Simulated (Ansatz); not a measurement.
# Optical response of Re

Aim: the dielectric function of Re, and the optical constants that follow from it.

Calculated with Ansatz 0.2.0; DFT, r2SCAN, plane-wave PAW, default files, scalar-relativistic, independent-particle optical response without local fields.

### Step 1. The structure

The structure is hexagonal, space group P6_3/mmc (No. 194). The conventional cell has a = 2.761 Å, b = 2.761 Å, c = 4.458 Å, α = 90.00°, β = 90.00°, γ = 120.00°. Nearest to Re lie 12 Re at 2.74 to 2.76 Å.

As a file:

```cif
data_structure
_symmetry_space_group_name_H-M 'P6_3/mmc'
_symmetry_Int_Tables_number 194
_cell_length_a 2.7608
_cell_length_b 2.7608
_cell_length_c 4.4582
_cell_angle_alpha 90.000
_cell_angle_beta 90.000
_cell_angle_gamma 120.000
_cell_volume 29.43
loop_
_atom_site_label
_atom_site_type_symbol
_atom_site_symmetry_multiplicity
_atom_site_Wyckoff_symbol
_atom_site_fract_x
_atom_site_fract_y
_atom_site_fract_z
_atom_site_occupancy
Re1 Re 2 c 0.66667 0.33333 0.75000 1
```

### Step 2. Ground state and bands

The self-consistent density comes first; it also tells whether there is a gap, which decides the occupations and the need for a Drude term.

This step: DFT, r2SCAN, plane-wave PAW, default files, scalar-relativistic, ground state (Ansatz 0.2.0).

Contents of input.yaml:

```yaml
crystal:
  lattice:
    - [2.7608, 0.0, 0.0]
    - [-1.3804, 2.3909229348, 0.0]
    - [0.0, 0.0, 4.4582]
  atoms:
    - { symbol: Re, position: [0.6666666667, 0.3333333333, 0.75] }
    - { symbol: Re, position: [0.3333333333, 0.6666666667, 0.25] }
kpoints:
  mp_grid: { grid: [10, 10, 6] }
  band_path:
    path:
      - [[0.0, 0.0, 0.0], [0.5, 0.0, 0.0], [0.33333333, 0.33333333, 0.0], [0.0, 0.0, 0.0], [0.0, 0.0, 0.5], [0.5, 0.0, 0.5], [0.33333333, 0.33333333, 0.5], [0.0, 0.0, 0.5]]
      - [[0.5, 0.0, 0.5], [0.5, 0.0, 0.0]]
      - [[0.33333333, 0.33333333, 0.0], [0.33333333, 0.33333333, 0.5]]
    npoints: 5
scf:
  occupations: { method: fermi_dirac, width: 0.05 }
  n_extra_bands: 6
hamiltonian:
  xc: r2scan
  pseudopotentials: { kind: paw }
output:
  forces: true
  stress: true
  populations: true
  write_bands: true
```

Command:

```bash
> ansatz run input.yaml --threads 4 --pin off --max-ram 8192MiB --backend cpu --events-out ev --progress --plain --runs-dir out
```

Numbers of over 12 decimals in the logs are rounded to 6 here.

Log:

```text
scf.n_extra_bands = 6 over 15 filled bands (N_el = 30.0): the run solves 21 bands
Engine: ansatz 0.2.0, x86_64-unknown-linux-gnu
Pseudopotentials: kind: paw
Pseudopotential: Re, paw, valence charge 15, recommended cutoff 500 eV (meta_gga), Re.paw.azcp
Functional definition: r2SCAN
  parameter k0 = 0.174
  parameter k1 = 0.065
  parameter a1 = 4.9479
  exchange = r2scan_x(k0 = k0, k1 = k1, a1 = a1)
  correlation = r2scan_c
Crystal: 2 atoms, lattice volume = 29.428 Å³
Basis set: ecut = 500 eV, 725 PW (Γ), exchange–correlation on 96×96×144 points (64 copies of the dense FFT grid, shifted against one another)
Bands: 21, of which v1, the nominal top of the filled ones, is band 15 counted from 1 (14 counted from 0)
Symmetry: 24 space group operations
Space group: P63/mmc (ITA 194), of the structure as read, at distance tolerance 3.1e-5 Å
k-points: 56 of 600
Non-local potential: Re, projectors of the file, l = 0: 3, l = 1: 2, l = 2: 2, l = 3: 1
PAW form: soft (Blöchl's): semilocal exchange-correlation on the pseudo side does not see the compensation charge
PAW frozen core: Re, regenerated for the run's functional (the file was generated under x = pbe(κ = 0.804, μ = 0.219515), c = pbe(β = 0.066725))
PAW one-centre angular grid: Re, 590 points (default); XC on 160 Gauss nodes
Initial density: superposition of atomic densities (neutral atoms: chi_scale 0, normalization atom), corrected by the library's trained network
Initial wavefunctions: pseudopotential atomic-orbital guess
Functional: x = r2scan, c = r2scan; τ floored in thin density (d = 2e-4 eV/Å³)
SCF iter   1: F=—  HF=-21761.586033 eV  |F-HF|=—  |Δ(HF+E_count)|=         —  Δρ=9.98e-3  dr2=1.47e-2  dr2_τ=1.65e-1  ethr=1.77e-3  ⟨swp⟩=5.7  Hψ=5707  notcnv=0  defer=5
preconditioner: auto → none  [metal: Δε(μ)=0.058 eV  Ē_g=8.479 eV  σ=0.050 eV  W_gap=0.28  n_scr=8 (ndim 8)  ℏωp=25.6 eV  f_vac=0.000  D(μ)=1.71/eV (n_scr^D=22)  sad-step TF]
SCF iter   2: F=—  HF=-21761.622248 eV  |F-HF|=—  |Δ(HF+E_count)|=   3.62e-2  Δρ=5.90e-3  dr2=4.61e-3  dr2_τ=5.64e-4  ethr=4.91e-5  ⟨swp⟩=2.0  Hψ=2296  notcnv=0  defer=55
SCF iter   3: F=—  HF=-21761.625943 eV  |F-HF|=—  |Δ(HF+E_count)|=   3.69e-3  Δρ=6.12e-4  dr2=7.05e-5  dr2_τ=2.00e-5  ethr=1.54e-5  ⟨swp⟩=3.0  Hψ=2241  notcnv=0  defer=55
SCF iter   4: F=—  HF=-21761.625976 eV  |F-HF|=—  |Δ(HF+E_count)|=   3.31e-5  Δρ=1.41e-4  dr2=1.68e-6  dr2_τ=1.22e-6  ethr=2.35e-7  ⟨swp⟩=2.0  Hψ=1784  notcnv=0  defer=55
iter 5 did not close the SCF: its close was put off for the readings that it lacked (scf_convergence_deferred on its scf_iter line)
SCF iter   5: F=-21761.625978 eV  HF=-21761.625978 eV  |F-HF|=1.80e-8  |Δ(HF+E_count)|=   2.00e-6  Δρ=2.22e-5  dr2=9.79e-8  dr2_τ=3.25e-8  ethr=5.60e-9  ⟨swp⟩=2.4  Hψ=1719  notcnv=0  defer=55
SCF iter   6: F=-21761.625978 eV  HF=-21761.625978 eV  |F-HF|=4.22e-9  |Δ(HF+E_count)|=   5.53e-9  Δρ=4.77e-6  dr2=1.96e-9  dr2_τ=1.11e-9  ethr=3.26e-10  ⟨swp⟩=5.6  Hψ=4855  notcnv=0
SCF 1 converged in 6 iterations: F = -21761.625978 eV  dr2 = 1.96e-9
  greatest PAW one-centre occupation: 1.000 electrons in one spin orbital (limit 2), on the Re atom at site 1 (counted from 0), in its partial waves of l = 0
NSCF: frozen V_eff on 48 k-points
SCF converged after 6 iterations
Free energy (F): -21761.625978 eV
Harris-Foulkes:  -21761.625978 eV  (|F-HF|=4.22e-9)
Internal energy: -21761.611522 eV  (E = F + TS)
E sigma→0 (E₀):  -21761.618750 eV
Entropy (-TS):   -0.014456 eV (-7.228 meV/atom)
Fermi energy:    23.804493 eV
--- Per-component energies (eV) ---
  E_band       = -174.218894
  E_kinetic    = 1083.813730
  E_local      = -1517.780764  (includes V_loc(G=0)·N_el)
  E_nonlocal   = 98.772736
  E_hartree    = 545.478821
  E_xc         = -773.991085
  E_vxc        = -681.654592  (∫ρ·V_xc dr)
  E_paw        = -17378.367951  (= ΣΔE_a)
  E_vpaw       = -283.918909  (= ΣTr[D̂ρ^β])
  E_aug_tail   = -0.000068  (compensation charges beyond the density's cutoff)
  E_vtau       = 35.591829  (kinetic-family band-sum trace: ∫τ·v_τ [+ j·A + Jᵃ·Aᵃ] dr)
  E_ewald      = -3818.595200
  E_core_change = -0.941741  (= ΣΔE_core)
  E_smearing   = -0.014456  (= −TS)
  E_closure    = 0.000000  (closes the sum)
  Σ components = -21761.625978   (vs F -21761.625978, Δ=0.00e0)
--- Forces (eV/Å), atoms counted from 1 ---
  atom   1  Re    -0.00000000    -0.00000000    -0.00000000
  atom   2  Re     0.00000000     0.00000000     0.00000000
  max |Σ_I F_I| component: 1.85e-17 eV/Å
--- Stress (GPa, compression-positive) ---
       -0.969019      -0.000000       0.000000
        0.000000      -0.969019      -0.000000
        0.000000      -0.000000      -0.105426
  P = ⅓ Tr σ = -0.6812 GPa (-6.812 kbar)
--- Band table (eV; the first three rows and the last of 56) ---
  k-point 0: bands = [... 11 lower, 22.1906, 22.1906, 23.0571, 23.0571, 24.0281, 24.0281, 24.3191, 27.3434, ... 2 higher]
  k-point 1: bands = [... 11 lower, 22.0456, 22.0456, 22.8505, 22.8505, 23.4424, 24.4878, 24.4878, 27.3664, ... 2 higher]
  k-point 2: bands = [... 11 lower, 21.9244, 21.9244, 21.9630, 22.4188, 22.4188, 25.4718, 25.4718, 27.1776, ... 2 higher]
  k-point 55: bands = [... 11 lower, 20.1013, 21.4772, 21.4772, 23.8396, 23.8396, 27.4828, 27.4828, 32.8575, ... 2 higher]
--- Löwdin populations: 2 sites ---
  site symbol       q [e]
     0     Re     14.8431
     1     Re     14.8431
  spilling = 0.010462 (of n_electrons = 30.000000)
```

The job ended after 4.8 s (4 threads of Intel Xeon at 2.50GHz (Skylake/Cascade Lake), shared host; peak memory 0.44 GiB).

Numbers from this step:

* free energy: -21761.6260 eV
* Fermi energy: 23.80 eV
* electrons: 30
* symmetry operations: 24
* pressure: -0.6812 GPa
* volume: 29.43 Å³
* gap on the path: 0 eV

There are states at the Fermi level within the smearing, so the occupations stay smeared and the carriers get a Drude term. The cell is left with a pressure of -0.7 GPa, as it stands unrelaxed at this level.

Electronic bands along the path, in eV, zero at the Fermi level; # counts the bands kept:

```csv
point,#4,#5,#6,#7,#8,#9,#10,#11
Γ,-1.61,-1.61,-0.75,-0.75,0.22,0.22,0.52,3.54
0.60 of the way,-3.00,-1.72,-1.39,-0.94,1.49,1.56,2.19,4.41
M,-1.99,-1.88,-1.45,-0.62,4.16,4.59,4.71,6.31
0.60 of the way,-2.90,-2.35,-1.77,-0.35,3.12,3.87,3.93,6.89
K,-3.56,-2.23,-2.23,-0.05,3.18,3.18,3.69,6.90
0.40 of the way,-4.21,-2.28,-1.57,-0.76,0.93,2.81,3.96,4.04
Γ,-1.61,-1.61,-0.75,-0.75,0.22,0.22,0.52,3.54
0.60 of the way,-1.87,-1.87,-1.58,-1.30,-1.30,1.45,1.45,3.45
A,-2.51,-1.75,-1.75,-1.75,-1.75,2.69,2.69,2.69
0.40 of the way,-3.56,-2.00,-2.00,-0.64,-0.64,2.52,2.52,3.18
L,-4.28,0.43,0.43,0.87,0.87,4.49,4.49,4.97
0.60 of the way,-3.67,-2.01,-2.01,0.56,0.56,3.80,3.80,7.96
H,-3.92,-2.29,-2.29,0.07,0.07,3.51,3.51,9.93
0.40 of the way,-3.40,-2.57,-2.57,-0.15,-0.15,4.11,4.11,4.25
A,-2.51,-1.75,-1.75,-1.75,-1.75,2.69,2.69,2.69
jump to L,-4.28,0.43,0.43,0.87,0.87,4.49,4.49,4.97
0.40 of the way,-4.03,-1.08,-0.61,1.41,2.41,4.35,4.62,4.76
M,-1.99,-1.88,-1.45,-0.62,4.16,4.59,4.71,6.31
jump to K,-3.56,-2.23,-2.23,-0.05,3.18,3.18,3.69,6.90
0.40 of the way,-3.54,-2.27,-2.27,-0.14,2.40,3.38,3.38,7.43
H,-3.92,-2.29,-2.29,0.07,0.07,3.51,3.51,9.93
```

### Step 3. Spectrum

The spectrum is a sum over vertical transitions between filled and empty bands at the fixed density, so many empty bands are needed.

This step: DFT, r2SCAN, plane-wave PAW, default files, scalar-relativistic, independent-particle optical response without local fields (Ansatz 0.2.0).

input.yaml, the sections that differ from step 2:

```yaml
kpoints:
  mp_grid: { grid: [13, 13, 7] }
scf:
  occupations: { method: fermi_dirac, width: 0.05 }
output:
  optics:
    e_range: [0, 14]
    de: 0.05
    sigma: 0.1
    drude_damping: 0.05
    nscf_kmesh: { grid: [18, 18, 9] }
    bands: { spectra_wanted_up_to: 14 }
# crystal, hamiltonian: as in step 2
```

Log:

```text
[...]
Crystal: 2 atoms, lattice volume = 29.428 Å³
Basis set: ecut = 500 eV, 725 PW (Γ), exchange–correlation on 96×96×144 points (64 copies of the dense FFT grid, shifted against one another)
Bands: 19, of which v1, the nominal top of the filled ones, is band 15 counted from 1 (14 counted from 0)
Symmetry: 24 space group operations
[...]
k-points: 84 of 1183
[...]
SCF iter   1: F=—  HF=-21761.589527 eV  |F-HF|=—  |Δ(HF+E_count)|=         —  Δρ=9.80e-3  dr2=1.36e-2  dr2_τ=1.66e-1  ethr=1.77e-3  ⟨swp⟩=5.7  Hψ=7591  notcnv=0
[...]
SCF iter   8: F=-21761.630235 eV  HF=-21761.630235 eV  |F-HF|=3.64e-12  |Δ(HF+E_count)|=  1.60e-10  Δρ=1.43e-7  dr2=2.53e-12  dr2_τ=4.33e-13  ethr=1.00e-12  ⟨swp⟩=3.0  Hψ=3794  notcnv=0
SCF 1 converged in 8 iterations: F = -21761.630235 eV  dr2 = 2.53e-12
[...]
NSCF: frozen V_eff on 185 k-points
output.optics: what the bands over the 31 summed would add to eps1, eps2 and the energy-loss function is held between a lower and an upper bound (6 Lanczos steps). eps1, eps2 and their loss function (loss_summed_bands) are given on every row as the summed bands alone make them. Along an axis, on a row where the two bounds hold the loss function to about 1 % of the greater of itself and 0.5 % of |1/eps|, its cell (loss_completed) is given, with the completed eps1 and eps2 that it is formed of (a cell that is left empty reads nan in the table and null in the record). The two bounds hold it so along every axis on all 280 rows up to 14.000 eV. [rest of the remark cut]
SCF converged after 8 iterations
Free energy (F): -21761.630235 eV
[...]
Internal energy: -21761.617700 eV  (E = F + TS)
E sigma→0 (E₀):  -21761.623967 eV
Entropy (-TS):   -0.012535 eV (-6.268 meV/atom)
Fermi energy:    23.775334 eV
[...]
--- Band table (eV; the first three rows and the last of 84) ---
  k-point 0: bands = [... 11 lower, 22.1859, 22.1859, 23.0519, 23.0519, 24.0279, 24.0279, 24.3219, 27.3426]
  k-point 1: bands = [... 11 lower, 22.0707, 22.0707, 22.8964, 22.8964, 23.6507, 24.3755, 24.3755, 27.3649]
  k-point 2: bands = [... 11 lower, 21.9331, 21.9331, 22.3494, 22.5417, 22.5417, 25.1670, 25.1670, 27.2755]
  k-point 83: bands = [... 11 lower, 20.0918, 21.4003, 21.5875, 23.6474, 24.2199, 27.2667, 27.5547, 32.6345]
```

Run time: 5.5 min. Hardware: 4 threads; peak memory 1.4 GiB; 21 min of CPU time.

This step gave:

```
main peak of the optical conductivity above 1 eV, first axis : 4.640 eV
Drude plasma energy, first axis                              : 6.992 eV
bands summed                                                 : 31
spectra valid up to                                          : 25.74 eV
program's estimate of the k-sum error in Im epsilon          : 0.1 %
electrons in the f-sum                                       : 25.69
```

The Im ε has structure finer than the step of the table below, so its rows give means over 0.25 eV, whole bins alone (the curve runs from 0.3 to 14 eV). Peaks (eV: height): E ∥ x or y 2.750: 34.6, 3.250: 31.7, 4.600: 32.5; E ∥ z 3.250: 25.2, 5.600: 22.6.

Im ε against photon energy; means over each step:

```
photon energy (eV)  E ∥ x or y  E ∥ z
              0.50         108    114
              0.75        47.9   51.4
              1.00        32.9   31.4
              1.25        25.3   24.4
              1.50        22.7   23.2
              1.75        22.3   23.5
              2.00        22.4   23.6
              2.25        23.7   24.0
              2.50        27.7   22.9
              2.75        32.9   19.7
              3.00        25.8   18.0
              3.25        29.6   23.5
              3.50        24.4   18.4
              3.75        21.1   16.5
              4.00        21.3   17.5
              4.25        26.2   18.4
              4.50        30.9   17.7
              4.75        29.9   19.3
              5.00        21.9   18.9
              5.25        16.9   19.0
              5.50        14.1   20.6
              5.75        12.3   19.0
              6.00        11.0   13.9
              6.25        10.1   9.88
              6.50        9.14   7.86
              6.75        8.61   7.26
              7.00        7.62   6.71
              7.25        6.42   6.01
              7.50        5.09   5.54
              7.75        4.44   5.07
              8.00        3.88   4.09
              8.25        3.32   3.47
              8.50        3.02   3.11
              8.75        2.91   3.02
              9.00        2.88   3.37
              9.25        3.06   4.29
              9.50        2.94   3.91
              9.75        2.49   3.70
             10.00        2.24   3.77
             10.25        2.21   4.09
             10.50        3.06   4.54
             10.75        3.68   4.16
             11.00        4.69   3.90
             11.25        4.83   3.66
             11.50        4.36   3.45
             11.75        3.77   3.71
             12.00        3.35   4.13
             12.25        3.24   3.72
             12.50        3.37   3.22
             12.75        3.12   3.06
             13.00        2.82   2.97
             13.25        2.68   2.94
             13.50        2.78   3.06
             13.75        2.72   2.97
```

Re ε against photon energy:

```csv
photon energy (eV),E ∥ x or y,E ∥ z
0.5,-183,-286
1.0,-34.8,-65.7
1.5,-2.91,-17.1
2.0,7.71,-4.32
2.5,13.2,-3.35
3.0,3.18,2.07
3.5,-0.693,-2.68
4.0,4.57,1.80
4.5,1.21,0.860
5.0,-13.4,-2.01
5.5,-10.7,-3.02
6.0,-8.69,-11.4
6.5,-7.60,-8.30
7.0,-7.47,-6.36
7.5,-6.52,-5.21
8.0,-5.06,-4.57
8.5,-3.55,-2.86
9.0,-2.34,-1.04
9.5,-2.01,-1.52
10.0,-0.976,-0.701
10.5,0.796,-0.724
11.0,0.379,-0.945
11.5,-1.09,-0.619
12.0,-1.03,-0.624
12.5,-0.731,-0.927
13.0,-0.727,-0.475
13.5,-0.217,-0.0804
14.0,-0.0517,0.0593
```

(Part 1 of 2 ends here.)

[Logs are printed without paths, hosts, clocks, repeated set-up lines and the standing remarks that a program may print on its own settings, such as how far it seeks lower states.]

[Hosts, paths, dates, database ids (printed as entryN), source tags and the programs' standing remarks are cut or masked in the printed files.]
